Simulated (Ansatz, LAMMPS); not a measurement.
# Convergence of a linear-scaling basis for glassy 69SiO2-19Al2O3-6SrO-6Li2O (mol %) (106 atoms)

Wanted: errors and times of a linear-scaling basis for glassy 69SiO2-19Al2O3-6SrO-6Li2O (mol %) (106 atoms). A setting counts as converged where the r.m.s. difference of forces stays under 1 % of the r.m.s. force.

Program: Ansatz 0.2.0. Level of theory: Kohn-Sham DFT, PBE, PAW (set soft_2), plane waves. Values are calculated unless marked as measured.

## 1. Starting point

The cell holds 106 atoms: 22 Si, 12 Al, 2 Sr, 4 Li and 66 O. Cell: a = 11.450 Å, b = 11.450 Å, c = 11.450 Å, α = 90.0°, β = 90.0°, γ = 90.0°. 106 atoms (22 Si, 12 Al, 2 Sr, 4 Li, 66 O) placed at random at 2.43 g/cm³, melted at 4000 K for 10 ps at fixed volume with the Morse and Coulomb pair potential with partial charges (Pedone, Malavasi, Menziani, Cormack and Segre, J. Phys. Chem. B 110, 11780 (2006)). Quenched from 4000 K to 300 K at 50 K/ps and fixed volume, held 5 ps.

What the set-up can't give: The quench rate of 50 K/ps far exceeds what a furnace or splat quench reaches, so expect more defects and frozen-in strain than in a real sample. The starting topology of bonds comes from the classical model, and needn't be the one that DFT or experiment would give. The Brillouin zone is sampled at Γ only, in a cell whose shortest periodic width is 11 Å.

## 2. The classical run that made the cell

A classical potential supplies the starting structure, since it reaches far longer times than DFT.

This step: classical MD, Morse and Coulomb pair potential with partial charges (Pedone, Malavasi, Menziani, Cormack and Segre, J. Phys. Chem. B 110, 11780 (2006)) (LAMMPS 22 Jul 2025 - Update 4).

The input, in.lmp:

```
# melt-quench of Si22Al12Sr2Li4O66
units metal
atom_style charge
boundary p p p
region box block 0 11.4504 0 11.4504 0 11.4504
create_box 5 box
mass 1 28.0850   # Si
mass 2 26.9815   # Al
mass 3 87.6200   # Sr
mass 4 6.9400   # Li
mass 5 15.9990   # O
create_atoms 1 random 22 341389 NULL overlap 1.5 maxtry 2000
create_atoms 2 random 12 341396 NULL overlap 1.5 maxtry 2000
create_atoms 3 random 2 341403 NULL overlap 1.5 maxtry 2000
create_atoms 4 random 4 341410 NULL overlap 1.5 maxtry 2000
create_atoms 5 random 66 341417 NULL overlap 1.5 maxtry 2000
pair_style hybrid/overlay pedone 5.5 coul/long 8.0
pair_coeff * * coul/long
pair_coeff 1 5 pedone 0.340554 2.006700 2.100000 1   # Si-O
pair_coeff 2 5 pedone 0.361581 1.900442 2.164818 0.9   # Al-O
pair_coeff 3 5 pedone 0.019623 1.886000 3.328330 3   # Sr-O
pair_coeff 4 5 pedone 0.001114 3.429506 2.681360 1   # Li-O
pair_coeff 5 5 pedone 0.042395 1.379316 3.618701 22   # O-O
set type 1 charge 2.4
set type 2 charge 1.8
set type 3 charge 1.2
set type 4 charge 0.6
set type 5 charge -1.2
kspace_style pppm 1.0e-4
neigh_modify delay 0 every 1 check yes
thermo_style custom step time temp pe press density
thermo_modify norm yes
timestep 0.002
thermo 100
# [... 15 lines left out ...]
fix md all nvt temp 4000 300 0.2
run 37000 post no
unfix md
thermo 1250
fix md all nvt temp 300 300 0.2
run 2500 post no
unfix md
write_dump all custom glass.dump id type xs ys zs modify sort id
```

Command:

```
$ lmp -in in.lmp -log none -nocite
```

The program printed:

```text
LAMMPS (22 Jul 2025 - Update 4)
Created orthogonal box = (0 0 0) to (11.4504 11.4504 11.4504)
Created 22 atoms
Created 12 atoms
Created 2 atoms
Created 4 atoms
Created 66 atoms
PPPM initialization ...
  G vector (1/distance) = 0.37775061
  grid = 12 12 12
  estimated relative force accuracy = 7.1473619e-05
   Step          Time           Temp          PotEng         Press         Density
         0   0              0             -3.8408135      401469.76      2.4340228
        98   0.196          0             -15.208534     -27333.029      2.4340228
Loop time of 0.0777416 s on 1 MPI rank(s) for 98 steps with 106 atoms
Minimization stats:
[... 18 lines left out ...]
[... 1 line left out ...]
Loop time of 2.51032 s on 1 MPI rank(s) for 5000 steps with 106 atoms
   Step          Time           Temp          PotEng         Press         Density
[... 12 lines left out ...]
Loop time of 17.6768 s on 1 MPI rank(s) for 37000 steps with 106 atoms
   Step          Time           Temp          PotEng         Press         Density
     43000   86             289.93899     -15.338891     -4970.8784      2.4340228
     43750   87.5           275.11091     -15.337624     -11992.66       2.4340228
     45000   90             307.859       -15.341184     -10064.96       2.4340228
     45500   91             245.8478      -15.337899     -2937.3329      2.4340228
Loop time of 1.07472 s on 1 MPI rank(s) for 2500 steps with 106 atoms
```

Elapsed: 22 s, on 1 thread of Arm Neoverse V1, shared host; peak memory 0.07 GiB.

## 3. Plane-wave single point

This run is the reference for what follows, at a cutoff of 420 eV.

The input, input.yaml:

```yaml
crystal:
  lattice:
    - [11.4504, 0.0, 0.0]
    - [0.0, 11.4504, 0.0]
    - [0.0, 0.0, 11.4504]
  atoms:
    - { symbol: Si, position: [0.61693, 0.62177, 0.51239] }
    - { symbol: Si, position: [0.06057, 0.02505, 0.7539] }
    - { symbol: Si, position: [0.60608, 0.85744, 0.65193] }
    - { symbol: Si, position: [0.03473, 0.28686, 0.49319] }
    - { symbol: Si, position: [0.71277, 0.96197, 0.95862] }
    - { symbol: Si, position: [0.01455, 0.50935, 0.81725] }
    - { symbol: Si, position: [0.30608, 0.34669, 0.45586] }
    - { symbol: Si, position: [0.1407, 0.26472, 0.85481] }
    - { symbol: Si, position: [0.08841, 0.65503, 0.05273] }
    - { symbol: Si, position: [0.02816, 0.68604, 0.599] }
    - { symbol: Si, position: [0.95122, 0.32843, 0.23096] }
    - { symbol: Si, position: [0.87527, 0.94466, 0.4003] }
    - { symbol: Si, position: [0.29682, 0.71882, 0.55012] }
    - { symbol: Si, position: [0.27823, 0.10889, 0.32482] }
    - { symbol: Si, position: [0.44251, 0.43191, 0.14678] }
    - { symbol: Si, position: [0.89847, 0.0569, 0.14646] }
    - { symbol: Si, position: [0.09374, 0.92338, 0.00031] }
    - { symbol: Si, position: [0.43516, 0.48941, 0.64901] }
    - { symbol: Si, position: [0.77945, 0.60277, 0.89612] }
    - { symbol: Si, position: [0.79874, 0.04885, 0.64218] }
    - { symbol: Si, position: [0.3504, 0.95886, 0.12051] }
    - { symbol: Si, position: [0.1099, 0.01582, 0.50258] }
    - { symbol: Al, position: [0.19437, 0.27668, 0.13432] }
    - { symbol: Al, position: [0.555, 0.44624, 0.88907] }
    - { symbol: Al, position: [0.40632, 0.59157, 0.34113] }
    - { symbol: Al, position: [0.84317, 0.66894, 0.40353] }
    - { symbol: Al, position: [0.63647, 0.19516, 0.80916] }
    - { symbol: Al, position: [0.36502, 0.69559, 0.08984] }
    - { symbol: Al, position: [0.36322, 0.97626, 0.64266] }
    - { symbol: Al, position: [0.86534, 0.56922, 0.15114] }
    - { symbol: Al, position: [0.57045, 0.7359, 0.90125] }
    - { symbol: Al, position: [0.85403, 0.83788, 0.75748] }
    - { symbol: Al, position: [0.45577, 0.05969, 0.88006] }
    - { symbol: Al, position: [0.36615, 0.2399, 0.69471] }
    - { symbol: Sr, position: [0.77562, 0.39729, 0.66703] }
    - { symbol: Sr, position: [0.62623, 0.79001, 0.22524] }
    - { symbol: Li, position: [0.67642, 0.49742, 0.31834] }
    - { symbol: Li, position: [0.11117, 0.50387, 0.25612] }
    - { symbol: Li, position: [0.68986, 0.36886, 0.13071] }
    - { symbol: Li, position: [0.37102, 0.804, 0.78166] }
    - { symbol: O, position: [0.55278, 0.40218, 0.22441] }
    - { symbol: O, position: [0.77103, 0.0364, 0.06812] }
    - { symbol: O, position: [0.33284, 0.69932, 0.41961] }
    - { symbol: O, position: [0.87015, 0.50412, 0.8357] }
    - { symbol: O, position: [0.15898, 0.24978, 0.98888] }
    - { symbol: O, position: [0.8892, 0.98969, 0.2685] }
    - { symbol: O, position: [0.40232, 0.82864, 0.14845] }
    - { symbol: O, position: [0.07246, 0.35871, 0.18031] }
    - { symbol: O, position: [0.62848, 0.05238, 0.88678] }
    - { symbol: O, position: [0.75084, 0.59275, 0.51026] }
    - { symbol: O, position: [0.35896, 0.59933, 0.61334] }
    - { symbol: O, position: [0.32507, 0.22293, 0.38979] }
    - { symbol: O, position: [0.33455, 0.12473, 0.61578] }
    - { symbol: O, position: [0.16228, 0.70783, 0.5736] }
    - { symbol: O, position: [0.04889, 0.58462, 0.93527] }
    - { symbol: O, position: [0.47876, 0.19219, 0.79722] }
    - { symbol: O, position: [0.33582, 0.83935, 0.61562] }
    - { symbol: O, position: [0.80788, 0.82209, 0.39438] }
    - { symbol: O, position: [0.5551, 0.60878, 0.38471] }
    - { symbol: O, position: [0.73892, 0.91798, 0.67313] }
    - { symbol: O, position: [0.3748, 0.36249, 0.58553] }
    - { symbol: O, position: [0.34214, 0.46164, 0.39136] }
    - { symbol: O, position: [0.80095, 0.61272, 0.02757] }
    - { symbol: O, position: [0.85613, 0.41891, 0.18433] }
    - { symbol: O, position: [0.32786, 0.35788, 0.15196] }
    - { symbol: O, position: [0.22344, 0.65607, 0.08579] }
    - { symbol: O, position: [0.79352, 0.62949, 0.26578] }
    - { symbol: O, position: [0.63776, 0.585, 0.882] }
    - { symbol: O, position: [0.42159, 0.57682, 0.18878] }
    - { symbol: O, position: [0.64103, 0.84023, 0.99617] }
    - { symbol: O, position: [0.91513, 0.19137, 0.18683] }
    - { symbol: O, position: [0.03169, 0.57605, 0.69451] }
    - { symbol: O, position: [0.08582, 0.94615, 0.86187] }
    - { symbol: O, position: [0.61352, 0.75121, 0.56562] }
    - { symbol: O, position: [0.00825, 0.60489, 0.15834] }
    - { symbol: O, position: [0.05304, 0.78882, 0.02396] }
    - { symbol: O, position: [0.49369, 0.43675, 0.01934] }
    - { symbol: O, position: [0.00231, 0.93393, 0.4501] }
    [... 22 atom lines left out ...]
    - { symbol: O, position: [0.00155, 0.99951, 0.06873] }
    - { symbol: O, position: [0.465, 0.45589, 0.77378] }
    - { symbol: O, position: [0.55836, 0.5232, 0.59334] }
    - { symbol: O, position: [0.81217, 0.03709, 0.50591] }
    - { symbol: O, position: [0.8176, 0.91946, 0.88721] }
    - { symbol: O, position: [0.65812, 0.3296, 0.85452] }
kpoints:
  mp_grid: { grid: [1, 1, 1] }
hamiltonian:
  xc: pbe
scf:
  occupations: { method: fixed }
output:
  forces: true
  stress: true
  populations: true
  dos:
    method: { smearing: { sigma: 0.08 } }
    de: 0.1
    projected: { site_lists: { Al: [Al], Li: [Li], O: [O], Si: [Si], Sr: [Sr] } }
  eigenvalues: true
  write_density: true
  write_potential: true
  volumetric_format: npy
  elf: true
```

Command:

```
$ ansatz run input.yaml --threads 4 --pin off --max-ram 8192MiB --backend cpu --events-out ev --progress --plain --runs-dir out
```

The program printed:

```text
Engine: ansatz 0.2.0, aarch64-unknown-linux-gnu
Pseudopotentials: kind: paw
Pseudopotential: Si, paw, valence charge 4, recommended cutoff 420 eV (normal), Si.paw.azcp
Pseudopotential: Al, paw, valence charge 3, recommended cutoff 420 eV (normal), Al.paw.azcp
Pseudopotential: Sr, paw, valence charge 10, recommended cutoff 420 eV (normal), Sr.paw.azcp
Pseudopotential: Li, paw, valence charge 3, recommended cutoff 420 eV (normal), Li.paw.azcp
Pseudopotential: O, paw, valence charge 6, recommended cutoff 420 eV (normal), O.paw.azcp
[... 5 lines on functional and potentials left out ...]
Crystal: 106 atoms, lattice volume = 1501.281 Å³
Basis set: ecut = 420 eV, 29423 PW (Γ), exchange–correlation on 160×160×160 points (8 copies of the dense FFT grid, shifted against one another)
Bands: 382, of which v1, the nominal top of the filled ones, is band 276 counted from 1 (275 counted from 0)
Symmetry: 1 space group operations
Space group: P1 (ITA 1), of the structure as read, at distance tolerance 1.1e-4 Å
k-points: 1
[... 11 lines on functional and potentials left out ...]
Initial density: superposition of atomic densities (neutral atoms: chi_scale 0, normalization atom), corrected by the library's trained network
Initial wavefunctions: pseudopotential atomic-orbital guess
Functional: x = pbe(κ = 0.804, μ = 0.219515), c = pbe(β = 0.066725)
SCF iter   1: F=—  HF=-65913.997464 eV  |F-HF|=—  |Δ(HF+E_count)|=         —  Δρ=2.08e-3  dr2=1.34e-1  ethr=1.77e-3  ⟨swp⟩=6.0  Hψ=1524  notcnv=0  defer=103
preconditioner: auto → Resta (q_TF=auto, 2.309 Å⁻¹)  ε∞=3.0  [insulator: Δε(μ)=3.291 eV  Ē_g=15.756 eV  n_scr=304 (ndim 8)  ℏωp=22.3 eV  f_vac=0.191  ε∞_Penn≈3.0]
SCF iter   2: F=—  HF=-65913.989211 eV  |F-HF|=—  |Δ(HF+E_count)|=   8.25e-3  Δρ=1.12e-3  dr2=3.57e-2  ethr=2.42e-5  ⟨swp⟩=3.0  Hψ=644  notcnv=0  defer=104
SCF iter   3: F=—  HF=-65913.987438 eV  |F-HF|=—  |Δ(HF+E_count)|=   1.77e-3  Δρ=6.37e-4  dr2=9.08e-3  ethr=6.46e-6  ⟨swp⟩=4.0  Hψ=492  notcnv=0  defer=104
SCF iter   4: F=—  HF=-65913.985748 eV  |F-HF|=—  |Δ(HF+E_count)|=   1.69e-3  Δρ=2.02e-4  dr2=7.28e-4  ethr=1.64e-6  ⟨swp⟩=3.0  Hψ=490  notcnv=0  defer=104
SCF iter   5: F=—  HF=-65913.985792 eV  |F-HF|=—  |Δ(HF+E_count)|=   4.34e-5  Δρ=1.21e-4  dr2=1.88e-4  ethr=1.32e-7  ⟨swp⟩=2.0  Hψ=493  notcnv=0  defer=104
SCF iter   6: F=—  HF=-65913.985726 eV  |F-HF|=—  |Δ(HF+E_count)|=   6.56e-5  Δρ=3.24e-5  dr2=1.54e-5  ethr=3.40e-8  ⟨swp⟩=2.0  Hψ=554  notcnv=0  defer=104
SCF iter   7: F=—  HF=-65913.985737 eV  |F-HF|=—  |Δ(HF+E_count)|=   1.13e-5  Δρ=1.28e-5  dr2=2.65e-6  ethr=2.79e-9  ⟨swp⟩=2.0  Hψ=658  notcnv=0  defer=104
SCF iter   8: F=—  HF=-65913.985738 eV  |F-HF|=—  |Δ(HF+E_count)|=   1.06e-6  Δρ=9.62e-6  dr2=1.13e-6  ethr=4.80e-10  ⟨swp⟩=2.0  Hψ=554  notcnv=0  defer=104
SCF iter   9: F=-65913.985738 eV  HF=-65913.985738 eV  |F-HF|=1.78e-8  |Δ(HF+E_count)|=   2.22e-7  Δρ=1.95e-6  dr2=5.89e-8  ethr=1.81e-11  ⟨swp⟩=23.0  Hψ=4223  notcnv=0
SCF 1 converged in 9 iterations: F = -65913.985738 eV  dr2 = 5.89e-8
  greatest PAW one-centre occupation: 1.000 electrons in one spin orbital (limit 2), on the Li atom at site 37 (counted from 0), in its partial waves of l = 0
WARN: The input density's exchange-correlation potential varies sharply where the density is thin. Do not read a vacuum level from v_tot or v_xc, or from such a field of the output density. On a cell that repeats whose density bears no net charge and no dipole along the vacuum's axis use v_es (v_loc + v_h of the components); [...]
SCF converged after 9 iterations
Free energy (F): -65913.985738 eV
Harris-Foulkes:  -65913.985738 eV  (|F-HF|=1.78e-8)
Internal energy: -65913.985738 eV  (E = F + TS)
E sigma→0 (E₀):  -65913.985738 eV
Fermi energy:    3.347766 eV
--- Per-component energies (eV) ---
  E_band       = -2979.330164
  E_kinetic    = 13684.102688
  E_local      = -41894.633458  (includes V_loc(G=0)·N_el)
  E_nonlocal   = 4104.667193
  E_hartree    = 15926.813539
  E_xc         = -7015.611853
  E_vxc        = -8054.791535  (∫ρ·V_xc dr)
  E_paw        = -32870.533948  (= ΣΔE_a)
  E_vpaw       = -2672.468402  (= ΣTr[D̂ρ^β])
  E_aug_tail   = 0.169387  (compensation charges beyond the density's cutoff)
  E_ewald      = -17848.959287
  E_smearing   = -0.000000  (= −TS)
  E_closure    = -0.000000  (closes the sum)
  Σ components = -65913.985738   (vs F -65913.985738, Δ=0.00e0)
--- Forces (eV/Å), atoms counted from 1 ---
  atom   1  Si    -1.07852042     1.14993434     0.41991939
  atom   2  Si    -1.30421534     1.34940274    -2.66193741
  atom   3  Si     0.08800844     0.88636084     1.04255433
  atom   4  Si     2.38235376    -1.23571058    -2.01591594
  atom   5  Si    -0.24579331    -0.42892426     1.49266006
  atom   6  Si    -0.58763572     2.22563317     0.89389165
  atom   7  Si    -2.90316639    -1.24924202     0.13735790
  atom   8  Si     1.09992986     1.57040831    -0.81030841
  atom   9  Si    -0.20691366     0.65551852    -1.37285088
  atom  10  Si    -1.11161929    -0.96367955     0.18573717
  atom  11  Si    -0.65117374    -4.16289112     0.72508785
  atom  12  Si    -0.88229782     1.13248881     1.90003826
  atom  13  Si     0.89821542    -0.47066387     1.36548727
  atom  14  Si    -1.40204020     0.51186684    -1.53288800
[...]
atom 105  O      2.87534786    -0.74652390    -2.18491212
  atom 106  O      0.74731381     3.06872607     0.70085487
  max |Σ_I F_I| component: 1.46e-4 eV/Å
--- Stress (GPa, compression-positive) ---
        6.031280      -0.099811      -1.069918
       -0.099812       4.195484      -0.822667
       -1.069919      -0.822673       6.952721
  P = ⅓ Tr σ = 5.7265 GPa (57.265 kbar)
--- Band table (eV) ---
  k-point 0: bands = ["-42.1522", "-42.0824", "-41.9696", "-41.0354", [... 366 levels ...], "12.9344", "12.9772", "13.0190", "13.0638", "13.0850", "13.1374", "13.1736", "13.1994", "13.2420", "13.2962", "13.3204", "13.4009"]
--- Löwdin populations: 106 sites ---
  site symbol       q [e]
     0     Si      2.2939
     1     Si      2.1768
     2     Si      2.2436
[...]
105      O      6.9489
  spilling = 0.011953 (of n_electrons = 552.000000)
```

The job ended after 30 s (4 threads of Arm Neoverse V1, shared host; peak memory 1.9 GiB; 1.9 min of CPU time).

The program notes that the exchange-correlation potential is rough where the density is thin.

The run gave:

| Item | Value |
| --- | --- |
| free energy | -65913.9857 eV |
| free energy per atom | -621.8301 eV/atom |
| SCF cycles | 9 |
| pressure | 5.726 GPa |
| r.m.s. force component | 1.297 eV/Å |
| longest force | 5.508 eV/Å |
| Fermi energy | 3.348 eV |
| gap (highest filled to lowest empty level) | 3.018 eV |
| spilling of the projection | 0.01195 |

The r.m.s. force component of 1.3 eV/Å and the pressure of 5.7 GPa set the scale for the differences below.

## 4. Support functions low

With localised support functions most steps grow linearly with size, though the diagonalisation grows faster unless the density matrix is cut; this run measures error and cost at this size.

This step: Kohn-Sham DFT, PBE, PAW (set soft_2), localised support functions (low) (Ansatz 0.2.0).

input.yaml, the sections that differ from step 3:

```yaml
scf:
  occupations: { method: fixed }
  eigensolver: { kind: { support_functions: { accuracy: low } } }
  max_iter: 150
output:
  forces: true
  eigenvalues: true
# crystal, kpoints, hamiltonian: as in step 3
```

The program printed:

```text
Warning: scf.eigensolver.kind.support_functions: disabling space-group detection — the functions' gradient is summed over unrotated k-points, so no spatial operation reduces the k-mesh or symmetrises the density; time reversal is kept, so that k and −k are solved as one point where they differ and the mesh holds both, and exact exchange and, on two spinor components, a DFT+U term hold to it where the run has them: [...]
settings of this run that can trade accuracy for cost: scf.eigensolver.kind.support_functions; scf.eigensolver.kind.support_functions.accuracy: low [...]
[...]
Crystal: 106 atoms, lattice volume = 1501.281 Å³
Basis set: ecut = 420 eV, 29423 PW (Γ), exchange–correlation on 180×180×180 points (8 copies of the dense FFT grid, shifted against one another)
Bands: 332, of which v1, the nominal top of the filled ones, is band 276 counted from 1 (275 counted from 0)
Symmetry: 1 space group operations
k-points: 1
[...]
SCF iter   1: F=—  HF=-65908.256863 eV  |F-HF|=—  |Δ(HF+E_count)|=         —  Δρ=1.13e-1  dr2=1.99e2  ethr=1.00e-1
[...]
SCF iter  12: F=—  HF=-65914.451861 eV  |F-HF|=—  |Δ(HF+E_count)|=   2.06e-3  Δρ=3.78e-5  dr2=3.64e-5  ethr=1.73e-8  κ⁻¹=7.4e-5(r=7)
SCF iter  13: F=-65914.453504 eV  HF=-65914.453509 eV  |F-HF|=5.91e-6  |Δ(HF+E_count)|=   1.65e-3  Δρ=1.60e-5  dr2=9.78e-6  ethr=6.60e-9
SCF 1 converged in 13 iterations: F = -65914.474187 eV  dr2 = 9.78e-6
[...]
SCF converged after 13 iterations
Stability not checked: this state was not tested for a lower state beside it, because the mixer in use, unlike msr1, does not test its closes by its own steps (another_mixer; see scf.mixing.algorithm and scf.lower_state_search)
Free energy (F): -65914.474187 eV
[...]
Internal energy: -65914.474187 eV  (E = F + TS)
E sigma→0 (E₀):  -65914.474187 eV
Fermi energy:    3.347440 eV
[...]
Σ components = -65914.474187   (vs F -65914.474187, Δ=0.00e0)
--- Forces (eV/Å), atoms counted from 1 ---
  atom   1  Si    -1.07862231     1.15032701     0.42032541
  atom   2  Si    -1.30504102     1.34863234    -2.66310691
  atom   3  Si     0.08839709     0.88628975     1.04315234
  atom   4  Si     2.38301648    -1.23644955    -2.01669545
[...]
atom 106  O      0.74651562     3.06908082     0.70009112
  max |Σ_I F_I| component: 3.03e-3 eV/Å
--- Band table (eV) ---
[...]
```

It took 3.4 min on 4 threads; peak memory 5 GiB.

The program notes that the band table was not solved further than the SCF left it and it switched symmetry off.

Keys that differ from the reference: support_functions.accuracy = "low" and scf.max_iter = 150.

Forces differ from the reference by 0.67 meV/Å r.m.s., 0.052 % of their size, well within a tolerance of 1 %; the energy by -4.6 meV/atom. It took roughly 6.9 times the reference's time (one timing each, with unlike analyses asked), in 13 cycles against 9.

(Continued in part 2 of 3.)

[Long decimals in the printed logs are rounded to 6 places.]

[Logs are printed without paths, hosts, clocks, repeated set-up lines and the standing remarks that a program may print on its own settings, such as how far it seeks lower states.]

[Hosts, paths, dates, database ids (printed as entryN), source tags and the programs' standing remarks are cut or masked in the printed files.]
